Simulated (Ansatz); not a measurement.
# Decaying states in the gap of LuClF2, part 2 of 3

A new crystal, LuClF2: structure, gap and complex bands. It is built by putting Cl for part of the F in the LuF3 structure of space group P-3m1, with the volume rescaled by atomic radii. The parent structure comes from the Materials Project.

Ansatz 0.2.0; PBEsol DFT, plane waves, PAW files (the session's first sound run).

So far. Step 2 (Relaxing the new crystal): The largest force component on a free atom ends at 1.4e-4 eV/Å.

The structure was built from a prototype and need not be the compound's stable phase.

**3. The bulk crystal and its band edges**

The energy window and the wavevectors of the next steps follow from the band edges, so these are searched first, off the mesh as well.

Contents of input.yaml:

```yaml
crystal:
  lattice:
    - [3.8845561601, 0.0, 0.0]
    - [-1.9422780801, 3.3641243171, 0.0]
    - [0.0, 0.0, 5.1651170663]
  atoms:
    - { symbol: Lu, position: [0.0, 0.0, 0.5] }
    - { symbol: F, position: [0.3333333333, 0.6666666667, 0.5736230206] }
    - { symbol: F, position: [0.6666666667, 0.3333333333, 0.4263769794] }
    - { symbol: Cl, position: [0.0, 0.0, 0.0] }
kpoints:
  mp_grid: { grid: [6, 6, 6] }
  band_path: { path: [VBM, CBM], npoints: 30 }
scf:
  occupations: { method: fixed }
hamiltonian:
  xc: pbesol
output:
  eigenvalues: true
  write_potential: true
  write_density: true
  volumetric_format: npy
  elf: true
```

Launch:

```bash
$ ansatz run input.yaml --threads 2 --pin off --max-ram 4096MiB --backend cpu --events-out ev --progress --plain --runs-dir out
```

Numbers of over 12 decimals in the logs are rounded to 6 here.

Output:

```text
[...]
Crystal: 4 atoms, lattice volume = 67.498 Å³
Basis set: ecut = 420 eV, 1325 PW (Γ)
Bands: 28, of which v1, the nominal top of the filled ones, is band 23 counted from 1 (22 counted from 0)
Symmetry: 12 space group operations
[...]
k-points: 34 of 216
[...]
SCF iter   1: F=—  HF=-17281.050543 eV  |F-HF|=—  |Δ(HF+E_count)|=         —  Δρ=1.20e-2  dr2=6.49e-2  ethr=1.77e-3  ⟨swp⟩=5.0  Hψ=4039  notcnv=0  defer=100
[...]
SCF iter   8: F=-17281.030207 eV  HF=-17281.030207 eV  |F-HF|=1.38e-8  |Δ(HF+E_count)|=   8.16e-8  Δρ=1.32e-5  dr2=6.91e-8  ethr=2.17e-10  ⟨swp⟩=10.0  Hψ=6053  notcnv=0
SCF 1 converged in 8 iterations: F = -17281.030207 eV  dr2 = 6.91e-8
[...]
NSCF: frozen V_eff on 34 k-points
[...]
SCF converged after 8 iterations
Free energy (F): -17281.030207 eV
[...]
Internal energy: -17281.030207 eV  (E = F + TS)
E sigma→0 (E₀):  -17281.030207 eV
Fermi energy:    6.051093 eV
[...]
--- Band table (eV; the first three rows and the last of 34) ---
  k-point 0: bands = [... 19 lower, 3.8990, 5.0901, 6.0511, 6.0511, 11.6248, 11.7718, 11.7718, 12.8070, ... 1 higher]
  k-point 1: bands = [... 19 lower, 3.9061, 4.6336, 5.9733, 5.9733, 12.0361, 12.0361, 12.1735, 13.3778, ... 1 higher]
  k-point 2: bands = [... 19 lower, 3.9225, 3.9304, 5.8258, 5.8258, 12.6235, 12.6235, 12.9185, 14.7525, ... 1 higher]
  k-point 33: bands = [... 19 lower, 3.5327, 4.3864, 5.1863, 5.1863, 12.7540, 12.7540, 13.6957, 13.6957, ... 1 higher]
```

The job ended after 5.4 s (2 threads of Arm Neoverse V2, shared host; peak memory 0.35 GiB; 10 s of CPU time).

Numbers from this step:

```
Fermi energy        : 6.051 eV
gap on the k-mesh   : 5.359 eV
gap on path         : 5.359 eV, by band count; negative where bands overlap
direct gap on path  : 5.574 eV
edge places on path : 0, 0.9339 1/A along the path
```

The electronic bands at the labelled points (eV, zero at the Fermi level (highest filled level under fixed occupations); v1 is the highest filled band, c1 the lowest empty one):

```
  point     v4     v3     v2     v1    c1    c2    c3    c4
    VBM  -2.15  -0.96   0.00   0.00  5.57  5.72  5.72  6.76
halfway  -2.30  -1.08  -0.72  -0.14  5.58  5.66  6.15  7.76
    CBM  -2.07  -1.12  -1.08  -0.27  5.36  5.59  6.35  7.08
```

Electrostatic potential energy in the ac plane at fractional y = 0.000, with atoms of Lu and Cl within 0.2 Å of it. With pseudopotentials it is smooth inside the atoms' cores, unlike the true potential.

Ten even steps from '0' (-68 eV) to '9' (13 eV), each cell a mean:
```
23589999999743
44799999999864
77899999999987
88999999999998
88899999999988
66789999999876
23578999998753
00368999998520
00268999987510
00368999998510
12478999998641
56789999998865
88899999999988
88999999999998
88999999999988
56799999999875
23589999999743
22589999999742
```
Columns run along a (3.9 Å; values clipped at the 3rd and 97th percentile), rows up along c (5.2 Å). Atoms in or near the plane, at fractional coordinates: Lu at (0.00, 0.50), Cl at (0.00, 0.00).

ELF in the ac plane at fractional y = 0.000, with atoms of Lu and Cl within 0.2 Å of it. It is the smooth field of the valence electrons, not physical close to the nuclei.

Ten even steps from '_' (0.01) to '@' (0.87), each cell a mean:
```
++##@@@@%%==____..**@@@@@@##
%%@@@@@@##--____..++%%@@@@@@
@@@@@@%%++..______::**%%@@@@
****++==..__________::==****
::....________________......
++==::__________________::==
@@%%**::______..______--##%%
@@@@%%==____________..**@@@@
@@@@@@++..__________::##@@@@
@@@@@@++____________..**@@@@
@@@@##--______________==%%@@
**++--________..______..==**
::..____________________....
======::..__________..--====
@@@@%%##==..______..++##%%@@
@@@@@@@@##::______==##@@@@@@
**%%@@@@%%==____..**@@@@@@##
::**@@@@%%++..__..**@@@@@@++
```
Columns run along a (3.9 Å), rows up along c (5.2 Å). Atoms in or near the plane, at fractional coordinates: Lu at (0.00, 0.50), Cl at (0.00, 0.00).

Valence density in the ac plane at fractional y = 0.000, with atoms of Lu and Cl within 0.2 Å of it. It is the smooth field of the valence electrons, not physical close to the nuclei.

Values in e/Å³, 18 rows by 14 columns, each cell a mean:
```
 1  1  1  1  0  0  0  0  0  0  0  1  2  1
 2  2  1  1  0  0  0  0  0  0  0  1  1  2
 1  1  1  0  0  0  0  0  0  0  0  0  1  1
 1  0  0  0  0  0  0  0  0  0  0  0  0  0
 0  0  0  0  0  0  0  0  0  0  0  0  0  0
 1  1  0  0  0  0  0  0  0  0  0  0  1  1
 6  4  1  0  0  0  0  0  0  0  0  1  2  5
24 15  5  1  0  0  0  0  0  0  0  2  7 18
42 25  7  1  0  0  0  0  0  0  0  2 12 30
30 18  5  1  0  0  0  0  0  0  0  2  9 22
11  7  2  1  0  0  0  0  0  0  0  1  4  8
 2  1  1  0  0  0  0  0  0  0  0  0  1  2
 0  0  0  0  0  0  0  0  0  0  0  0  0  0
 0  0  0  0  0  0  0  0  0  0  0  0  0  0
 1  1  0  0  0  0  0  0  0  0  0  0  1  1
 2  1  1  0  0  0  0  0  0  0  0  1  1  1
 1  2  1  1  0  0  0  0  0  0  0  1  2  2
 0  1  2  1  0  0  0  0  0  0  0  1  2  1
```
Columns run along a (3.9 Å), rows up along c (5.2 Å). Atoms in or near the plane, at fractional coordinates: Lu at (0.00, 0.50), Cl at (0.00, 0.00).

The searched edges give 5.36 eV, as on the mesh.

**4. Decaying states in the gap, plane (001), k-mesh 8×8×6**

This step: PBEsol DFT, plane waves, PAW files; complex bands by layer matching along the plane's normal (Ansatz 0.2.0).

The same crystal is laid in a cell whose first two vectors span the (001) plane (indices of the standard conventional cell, whose axes can be ordered otherwise than in the bulk input). At fixed energy and wavevector in the plane the solver finds all kz, real and complex. A few wavevectors are listed, (0, 0), (0, -0.5) and (0.5, 0) in units of the plane's reciprocal vectors; the slowest state needn't be among them.

Contents of input.yaml:

```yaml
crystal:
  lattice:
    - [3.88455616, 0.0, 0.0]
    - [1.94227808, 3.364124317, 0.0]
    - [0.0, 0.0, 5.165117066]
  atoms:
    - { symbol: Lu, position: [0.0, 0.0, 0.5] }
    - { symbol: F, position: [0.6666666667, 0.6666666667, 0.5736230206] }
    - { symbol: F, position: [0.3333333333, 0.3333333333, 0.4263769794] }
    - { symbol: Cl, position: [0.0, 0.0, 0.0] }
kpoints:
  mp_grid: { grid: [8, 8, 6] }
scf:
  occupations: { method: fixed }
hamiltonian:
  xc: pbesol
output:
  eigenvalues: true
  transmission:
    leads: [[0, 0]]
    kpoints: [[0.0, 0.0], [0.0, -0.5], [0.5, 0.0]]
    e_range: [-1.0, 6.36]
    de: 0.15
```

Output:

```text
[...]
Crystal: 4 atoms, lattice volume = 67.498 Å³
Basis set: ecut = 420 eV, 1325 PW (Γ)
Bands: 28, of which v1, the nominal top of the filled ones, is band 23 counted from 1 (22 counted from 0)
Symmetry: 12 space group operations
[...]
k-points: 50 of 384
[...]
SCF iter   1: F=—  HF=-17281.050409 eV  |F-HF|=—  |Δ(HF+E_count)|=         —  Δρ=1.20e-2  dr2=6.49e-2  ethr=1.77e-3  ⟨swp⟩=5.0  Hψ=5917  notcnv=0  defer=146
[...]
SCF iter   8: F=-17281.030115 eV  HF=-17281.030115 eV  |F-HF|=3.23e-9  |Δ(HF+E_count)|=   2.68e-7  Δρ=1.02e-5  dr2=4.35e-8  ethr=2.17e-10  ⟨swp⟩=11.1  Hψ=8128  notcnv=0
SCF 1 converged in 8 iterations: F = -17281.030115 eV  dr2 = 4.35e-8
[...]
transmission: 8 of 24 steps passed
transmission: 16 of 24 steps passed
transmission: 24 of 24 steps passed
SCF converged after 8 iterations
Free energy (F): -17281.030115 eV
[...]
Internal energy: -17281.030115 eV  (E = F + TS)
E sigma→0 (E₀):  -17281.030115 eV
Fermi energy:    6.051098 eV
[...]
--- Band table (eV; the first three rows and the last of 50) ---
  k-point 0: bands = [... 19 lower, 3.8989, 5.0901, 6.0511, 6.0511, 11.6248, 11.7718, 11.7718, 12.8069, ... 1 higher]
  k-point 1: bands = [... 19 lower, 3.9061, 4.6336, 5.9733, 5.9733, 12.0361, 12.0361, 12.1735, 13.3778, ... 1 higher]
  k-point 2: bands = [... 19 lower, 3.9225, 3.9304, 5.8258, 5.8258, 12.6235, 12.6235, 12.9185, 14.7525, ... 1 higher]
  k-point 49: bands = [... 19 lower, 3.5754, 4.3305, 5.1144, 5.2948, 12.7558, 12.7784, 13.5876, 13.9043, ... 1 higher]
--- Transmission ---
  basis      : 121 plane waves across, 8 finite elements along
  points     : 3, as listed
  energies   : 50 from -1.000000 to 6.350000 eV about the Fermi level, 0.150000 eV apart; the leads are filled to 2.679343 eV, and channels, transmission and decay are at 2.750000 eV
  crystal 0  : Cl1F2Lu1, at the sites [0, 0], period 5.1651 Å: whole cells are its period
    offset         : up to 0.0000 Å between an atom of the period and one for which it stands
    channels       : 0.000000e0 a spin
    conductance    : none, the energies end too early or step too widely for 300 K: set another output.transmission.e_range or a lower de, or, where they end at an eighth of basis.ecutwfc, a higher one
    slowest decay  : 0.2817 /Å at (0.0000, 0.0000)
```

It took 16 s on 2 threads; peak memory 0.4 GiB.

Numbers from this step:

```
free energy                                               : -17281.0301 eV
level to which the leads are filled                       : 2.679 eV from the Fermi level
decay constant at the filling level, zone centre          : 0.2817 Å⁻¹
decay constant at the filling level, slowest listed point : 0.2817 Å⁻¹
```

K parallel (0, 0); values up to 1.5 1/Å, a degenerate pair printed once or twice; energies at which all values exceed this have no row. Im kz of the slowest decaying states against energy, zero at the highest filled level on the SCF mesh:

```
energy (eV)  decay 1 (Å⁻¹)  decay 2 (Å⁻¹)  decay 3 (Å⁻¹)  decay 4 (Å⁻¹)
      -1.00          0.492          0.946           1.25              -
      -0.70          0.133          0.403          0.943           1.26
      -0.40          0.185          0.226          0.938           1.28
      -0.10          0.218          0.931           1.29              -
       0.05          0.149          0.230          0.927           1.29
       0.20          0.241          0.275          0.922           1.29
       0.50          0.258          0.385          0.912           1.30
       0.80          0.270          0.442          0.900           1.30
       1.10          0.279          0.475          0.886           1.30
       1.40          0.285          0.495          0.871           1.30
       1.70          0.288          0.507          0.854           1.30
       2.00          0.289          0.512          0.835           1.29
       2.30          0.287          0.511          0.815           1.29
       2.60          0.284          0.506          0.793           1.29
       2.75          0.282          0.502          0.781           1.28
       3.05          0.275          0.490          0.756           1.28
       3.35          0.267          0.475          0.728           1.27
       3.65          0.256          0.456          0.698           1.26
       3.95          0.243          0.433          0.665           1.26
       4.25          0.226          0.404          0.629           1.25
       4.55          0.206          0.370          0.589           1.24
       4.85          0.179          0.327          0.544           1.23
       5.15          0.143          0.272          0.494           1.22
       5.45         0.0810          0.193          0.437           1.21
       5.75          0.370           1.20           1.28              -
       6.05          0.294           1.19           1.26              -
       6.35          0.206           1.17           1.25              -
```

K parallel (0, -0.5); values up to 1.5 1/Å, a degenerate pair printed once or twice; energies at which all values exceed this have no row. The Im kz of the slowest decaying states by energy, zero at the highest filled level on the SCF mesh:

```
energy (eV)  decay 1 (Å⁻¹)  decay 2 (Å⁻¹)  decay 3 (Å⁻¹)  decay 4 (Å⁻¹)
     -1.000         0.0887          0.211            0.5           1.03
     -0.550          0.189          0.194          0.638           1.04
      0.050          0.254          0.361          0.906           1.04
      0.500          0.280          0.466          0.921           1.04
      0.950          0.296          0.510          0.927           1.02
      1.550          0.307          0.531          0.931          0.978
      2.000          0.310          0.531          0.875          0.962
      2.450          0.308          0.521          0.756          0.994
      3.050          0.299          0.494          0.650           1.00
      3.500          0.288          0.465          0.578          0.993
      3.950          0.272          0.426          0.503          0.922
      4.550          0.241          0.355          0.389          0.849
      5.000          0.197          0.278          0.283          0.792
      5.450          0.143          0.199          0.724           1.05
      6.050          0.114          0.609           1.03              -
```

K parallel (0.5, 0); values up to 1.5 1/Å, a degenerate pair printed once or twice; energies at which all values exceed this have no row. The Im kz of the slowest decaying states by energy, zero at the highest filled level on the SCF mesh:

```
energy (eV)  decay 1 (Å⁻¹)  decay 2 (Å⁻¹)  decay 3 (Å⁻¹)  decay 4 (Å⁻¹)
      -1.00         0.0887          0.211            0.5           1.03
      -0.70          0.169          0.347          0.559           1.04
      -0.25          0.109          0.229          0.792          0.984
       0.05          0.254          0.361          0.906           1.04
       0.50          0.280          0.466          0.921           1.04
       0.80          0.291          0.499          0.926           1.03
       1.25          0.303          0.525          0.929           1.00
       1.55          0.307          0.531          0.931          0.978
       2.00          0.310          0.531          0.875          0.962
       2.30          0.309          0.525          0.789          0.987
       2.60          0.306          0.515          0.727          0.998
       3.05          0.299          0.494          0.650           1.00
       3.35          0.292          0.475          0.602          0.996
       3.80          0.278          0.440          0.529          0.942
       4.10          0.265          0.411          0.477          0.903
       4.55          0.241          0.355          0.389          0.849
       4.85          0.216          0.307          0.320          0.812
       5.30         0.0927          0.201          0.220          0.748
       5.60          0.180          0.699           1.04              -
       6.05          0.114          0.609           1.03              -
       6.35          0.531           1.03              -              -
```

At the listed wavevectors the last open channel is at -0.10 eV and the next at +5.45 eV on the grid. At +2.75 eV, the grid energy nearest the filling level (the middle of the gap on the SCF mesh), the slowest state at the listed wavevectors decays with κ = 0.282 Å⁻¹, its amplitude falling by e over 3.5 Å. Through 1 nm of this crystal that state's transmission falls by exp(−2 × 0.282 Å⁻¹ × 10 Å) = 0.0036.

**5. Decay over the two-dimensional zone**

The listed points could miss the slowest state, so one energy near mid-gap is solved on a mesh of 12×12.

input.yaml: that of step 4 with these lines changed.

```diff
@@ -18,6 +18,2 @@
   eigenvalues: true
-  transmission:
-    leads: [[0, 0]]
-    kpoints: [[0.0, 0.0], [0.0, -0.5], [0.5, 0.0]]
-    e_range: [-1.0, 6.36]
-    de: 0.15
+  transmission: { leads: [[0, 0]], kmesh: [12, 12], e_range: [2.68, 2.69], de: 0.05 }
```

Output:

```text
[...]
Crystal: 4 atoms, lattice volume = 67.498 Å³
Basis set: ecut = 420 eV, 1325 PW (Γ)
Bands: 28, of which v1, the nominal top of the filled ones, is band 23 counted from 1 (22 counted from 0)
Symmetry: 12 space group operations
[...]
k-points: 50 of 384
[...]
SCF iter   1: F=—  HF=-17281.050409 eV  |F-HF|=—  |Δ(HF+E_count)|=         —  Δρ=1.20e-2  dr2=6.49e-2  ethr=1.77e-3  ⟨swp⟩=5.0  Hψ=5917  notcnv=0  defer=146
[...]
SCF iter   8: F=-17281.030115 eV  HF=-17281.030115 eV  |F-HF|=3.23e-9  |Δ(HF+E_count)|=   2.68e-7  Δρ=1.02e-5  dr2=4.35e-8  ethr=2.17e-10  ⟨swp⟩=11.1  Hψ=8128  notcnv=0
SCF 1 converged in 8 iterations: F = -17281.030115 eV  dr2 = 4.35e-8
[...]
transmission: 24 of 152 steps passed
transmission: 48 of 152 steps passed
[...]
transmission: 152 of 152 steps passed
SCF converged after 8 iterations
Free energy (F): -17281.030115 eV
[...]
Internal energy: -17281.030115 eV  (E = F + TS)
E sigma→0 (E₀):  -17281.030115 eV
Fermi energy:    6.051098 eV
[...]
--- Band table (eV; the first three rows and the last of 50) ---
  k-point 0: bands = [... 19 lower, 3.8989, 5.0901, 6.0511, 6.0511, 11.6248, 11.7718, 11.7718, 12.8069, ... 1 higher]
  k-point 1: bands = [... 19 lower, 3.9061, 4.6336, 5.9733, 5.9733, 12.0361, 12.0361, 12.1735, 13.3778, ... 1 higher]
  k-point 2: bands = [... 19 lower, 3.9225, 3.9304, 5.8258, 5.8258, 12.6235, 12.6235, 12.9185, 14.7525, ... 1 higher]
  k-point 49: bands = [... 19 lower, 3.5754, 4.3305, 5.1144, 5.2948, 12.7558, 12.7784, 13.5876, 13.9043, ... 1 higher]
--- Transmission ---
  basis      : 121 plane waves across, 8 finite elements along
  points     : 19, standing for a mesh of 12 x 12
  energies   : 1 from 2.680000 to 2.680000 eV about the Fermi level; the leads are filled to 2.679343 eV, and channels, transmission and decay are at 2.680000 eV
  crystal 0  : Cl1F2Lu1, at the sites [0, 0], period 5.1651 Å: whole cells are its period
[...]
channels       : 0.000000e0 a spin
    conductance    : none, crystal 0 has no channel at the energies, or these end too early or step too widely for 300 K: set another output.transmission.e_range or a lower de, or, where they end at an eighth of basis.ecutwfc, a higher one
    slowest decay  : 0.2829 /Å at (0.0000, 0.0000)
```

It took 7.8 s on 2 threads; peak memory 0.41 GiB.

Numbers from this step:

```
least decay constant on the mesh : 0.2829 Å⁻¹
```

Slowest decay constant (1/Å; 0 where a channel is open) over k1 and k2. At 2.6800 eV from the Fermi level.

Ten even steps from '0' (0.283) to '9' (0.306):
```
999999999999
999999988899
999998766789
999986434689
999863113689
999741014799
998631136899
998643468999
998766789999
999888999999
999999999999
999999999999
```
Columns: k1 (b1) from -0.5 to 0.417; rows upwards: k2 (b2) from -0.5 to 0.417.

The least value on the mesh is 0.283 Å⁻¹ at +2.68 eV. At that energy the listed points give about 0.283 Å⁻¹ by interpolation, so the mesh holds no clearly slower state.

(Continued in part 3 of 3.)

[Logs are printed without paths, hosts, clocks, repeated set-up lines and the standing remarks that a program may print on its own settings, such as how far it seeks lower states.]

[Hosts, paths, dates, database ids (printed as entryN), source tags and the programs' standing remarks are cut or masked in the printed files.]
